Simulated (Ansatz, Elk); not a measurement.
# Bonding as seen by X-rays: Cd2H3Cl

Structure refinements treat a crystal as free atoms side by side. For a made-up structure of Cd2H3Cl (cell and positions from a PBE relaxation) the runs below show what the calculated density changes in F(hkl).

Program: Elk 11.2.3 (patched build). Level of theory: DFT, PBE, all-electron APW+lo, Dirac cores, scalar-relativistic bands, static density, no spin. Results are calculated unless marked as measured.

This account leaves out most program logs.

The structure was built from a prototype and need not be the compound's stable phase.

### 1. Set-up

The structure is trigonal, space group P-3m1 (No. 164). The conventional cell has a = 3.469 Å, b = 3.469 Å, c = 7.936 Å, α = 90.00°, β = 90.00°, γ = 120.00°. Nearest to Cd lie 6 H at 2.00 to 2.65 Å and 3 Cl at 3.00 Å. Nearest to Cl lie 6 Cd at 3.00 Å and 6 H at 3.01 Å. Nearest to H lie 3 Cd at 2.00 Å. H has 6 H at 2.64 Å and 6 Cd at 2.65 Å nearest. Farther neighbours and most contacts between anions are not listed.

### 2. Ground state and structure factors

An all-electron density is needed, since X-rays see the cores too. Task 0 finds the density and task 195 Fourier-transforms it; tshift is off so that phases refer to the origin typed.

The input, elk.in:

```
tasks
  0
  195

xctype
  20

spinpol
  .false.

rgkmax
  7.0

gmaxvr
  14.0

lmaxo
  7

lmaxapw
  8

swidth
  0.002

tshift
  .false.

ramdisk
  .false.

hmaxvr
  5.5

maxscl
  120

epspot
  1e-06

sppath
  './'

avec
  6.55490625470 0.00000000000 0.00000000000
  -3.27745312735 5.67671533600 -0.00000000000
  0.00000000000 0.00000000000 14.99746296993

atoms
  3
  'Cd.in'
  2
  0.3333333333 0.6666666667 0.2818647000   0.000000 0.000000 0.000000
  0.6666666667 0.3333333333 0.7181353000   0.000000 0.000000 0.000000
  'Cl.in'
  1
  0.0000000000 0.0000000000 0.0000000000   0.000000 0.000000 0.000000
  'H.in'
  3
  0.3333333333 0.6666666667 0.7171702794   0.000000 0.000000 0.000000
  0.6666666667 0.3333333333 0.2828297206   0.000000 0.000000 0.000000
  -0.0000000000 0.0000000000 0.5000000000   0.000000 0.000000 0.000000

ngridk
  7 7 3
```

Launch:

```bash
$ OMP_NUM_THREADS=4 elk
```

Run time: 37 s. Hardware: 4 threads of Arm Neoverse V1, shared host; peak memory 0.19 GiB.

SFACRHO.OUT:

```text

h k l indices transformed by vhmat matrix:
   1.000000000       0.000000000       0.000000000    
   0.000000000       1.000000000       0.000000000    
   0.000000000       0.000000000       1.000000000    

      h      k      l  multipl.   |H|            Re(F)            Im(F)           |F|

      0      0      0      1   0.0000000       116.00000     -0.95857762E-16   116.00000    
      0      0      1      2  0.41894988      -3.5203075     -0.78367165E-14   3.5203075    
      0      0      2      2  0.83789976      -65.631777     -0.34949766E-13   65.631777    
     -1      1      0      6   1.1068347      -27.614662      0.59783789E-16   27.614662    
     -1      1      1      6   1.1834703      -46.732391      0.22796987E-16   46.732391    
      0     -1     -1      6   1.1834703       87.168488     -0.93685187E-16   87.168488    
      0      0      3      2   1.2568496       57.256955      0.19390570E-13   57.256955    
      1     -1     -2      6   1.3882215       73.713284     -0.23183410E-13   73.713284    
      0      1      2      6   1.3882215       22.756473     -0.78871911E-14   22.756473    
      1      0     -3      6   1.6747400      -61.017223      0.47445680E-13   61.017223    
     -1      1      3      6   1.6747400       40.268865      0.19361789E-13   40.268865    
      0      0     -4      2   1.6757995       61.562061     -0.42511898E-13   61.562061    
     -2      1      0      6   1.9170939       78.535187      0.57194338E-16   78.535187    
     -2      1      1     12   1.9623374      -4.1153574     -0.78445460E-14   4.1153574    
      1      0      4      6   2.0083294      -54.330324     -0.56261727E-13   54.330324    
      0      1      4      6   2.0083294       27.323355      0.76903387E-14   27.323355    
      1      1      2     12   2.0922058      -50.835836     -0.11643294E-13   50.835836    
      0      0      5      2   2.0947494      -46.169959     -0.46403912E-13   46.169959
```

Elk indexes on the primitive cell of elk.in and gives |H| = 4π sin θ/λ in inverse bohr. Below, one row stands for each form hkl of the conventional cell (m members, Friedel mates merged), F is for one primitive cell and the density is static (no thermal factor). Free-atom factors are Waasmaier and Kirfel's, and R is Σm||F|−|F'||/Σm|F|.

```
hkl   m  sin θ/λ (Å⁻¹)  abs F, DFT  neutral atoms   diff.    ions   diff.
001   2          0.063       3.520          3.585  -0.064   3.202  +0.318
002   2          0.126      65.632         66.020  -0.388  64.995  +0.637
100   6          0.166      27.615         27.890  -0.276  27.668  -0.053
101   6          0.178      46.732         47.147  -0.414  46.923  -0.191
011   6          0.178      87.168         87.635  -0.467  87.350  -0.181
003   2          0.189      57.257         57.157  +0.100  57.156  +0.101
102   6          0.209      73.713         73.593  +0.120  73.677  +0.036
012   6          0.209      22.756         22.360  +0.396  22.426  +0.330
013   6          0.252      61.017         61.053  -0.036  61.297  -0.279
103   6          0.252      40.269         40.564  -0.295  40.605  -0.336
004   2          0.252      61.562         61.366  +0.196  61.449  +0.113
110   6          0.288      78.535         78.364  +0.171  78.465  +0.070
111  12          0.295       4.115          4.027  +0.088   4.096  +0.019
104   6          0.302      54.330         54.352  -0.022  54.589  -0.259
014   6          0.302      27.323         27.447  -0.124  27.457  -0.134
112  12          0.315      50.836         50.705  +0.131  50.885  -0.049
005   2          0.315      46.170         45.983  +0.187  46.123  +0.047
200   6          0.333      22.615         22.537  +0.078  22.647  -0.032
```

The ions are Cd2+, H− and Cl−, by formal charge.

### 3. The highest occupied states alone

An energy window below the Fermi level keeps the highest occupied states, to see at which angles they scatter; shallow core shells can lie inside it and anion s states outside. No new self-consistency is needed.

elk.in, as its differences from that of step 2:

```diff
@@ -1,3 +1,2 @@
 tasks
-  0
   195
@@ -40,2 +39,5 @@
 
+wsfac
+  -0.299450 0.441540
+
 sppath
```

Launch:

```bash
$ OMP_NUM_THREADS=4 elk
```

Run time: 9.3 s. Hardware: 4 threads; peak memory 0.16 GiB.

States within 12 eV below the Fermi level hold 32.00 electrons; any levels below the window count with the cores. Their amplitudes can exceed the total, where window and core parts have opposite phase:

```
hkl  sin θ/λ (Å⁻¹)  abs F, window  abs F, all
001          0.063          1.078       3.520
002          0.126         12.705      65.632
100          0.166          4.396      27.615
101          0.178          6.838      46.732
011          0.178         12.657      87.168
003          0.189          9.036      57.257
102          0.209         10.931      73.713
012          0.209          4.433      22.756
013          0.252          7.446      61.017
103          0.252          3.135      40.269
```

### 4. Another functional

The difference from free atoms is small, so it is set against the change that PBEsol makes.

elk.in, as its differences from that of step 3:

```diff
@@ -1,2 +1,3 @@
 tasks
+  0
   195
@@ -4,3 +5,3 @@
 xctype
-  20
+  22
 
@@ -39,5 +40,2 @@
 
-wsfac
-  -0.299450 0.441540
-
 sppath
```

Launch:

```bash
$ OMP_NUM_THREADS=4 elk
```

It took 40 s on 4 threads; peak memory 0.19 GiB.

Against the first run R = 0.03 %; the largest change is -0.081 at 012.

### 5. A coarser k-mesh

About half the k-points along each axis test the sampling.

elk.in, as its differences from that of step 4:

```diff
@@ -5,3 +5,3 @@
 xctype
-  22
+  20
 
@@ -64,2 +64,2 @@
 ngridk
-  7 7 3
+  4 4 2
```

Launch:

```bash
$ OMP_NUM_THREADS=4 elk
```

Elapsed: 24 s, on 4 threads; peak memory 0.19 GiB; 55 s of CPU time.

Against the first run R = 0.01 %; the largest change is -0.030 at 110.

### 6. Settings against the effect

```
          run  R against the first run (%)  R against neutral atoms, low angle (%)  wall time
PBE, rgkmax 7                         0.00                                    0.51       37 s
       PBEsol                         0.03                                    0.44       40 s
 k-mesh 4×4×2                         0.01                                    0.49       24 s
```

### 7. What came out

```json
{"R against neutral atoms, sin θ/λ < 0.3 Å⁻¹": "0.51 %", "R against neutral atoms, 0.3 to 0.77 Å⁻¹": "0.13 %", "R against ions, below 0.3 Å⁻¹": "0.37 %"}
```

Independent neutral atoms miss the calculated amplitudes by R = 0.51 % below 0.3 Å⁻¹ and 0.13 % from there to 0.77 Å⁻¹; by shells, 0.65 % below 0.15 Å⁻¹ (2 forms), 0.50 % 0.15 to 0.3 (11 forms), 0.16 % 0.3 to 0.45 (25 forms), 0.13 % above 0.45 (111 forms). Bonding, aspherical density and the tables' own atoms all enter these figures, and the runs don't part them. The largest change of an amplitude is -0.47 electrons, at 011. Formal ions give R = 0.37 % at low angle, nearer than neutral atoms. The window's part falls from 32.0 electrons at the origin to at most 0.86 between 0.45 and 0.77 Å⁻¹, where compact states inside the window still scatter. Below 0.3 Å⁻¹ the changes that finished (PBEsol and k-mesh 4×4×2) move F by R = 0.09 % at most, against the 0.51 % that separates it from free atoms. The basis has no finished test. Part of the difference isn't bonding: the tables are fits to free atoms and ions calculated by other methods than this functional. Thermal motion, anomalous dispersion and extinction are left out.

[Logs are printed without paths, hosts, clocks, repeated set-up lines and the standing remarks that a program may print on its own settings, such as how far it seeks lower states.]

[Hosts, paths, dates, database ids (printed as entryN), source tags and the programs' standing remarks are cut or masked in the printed files.]
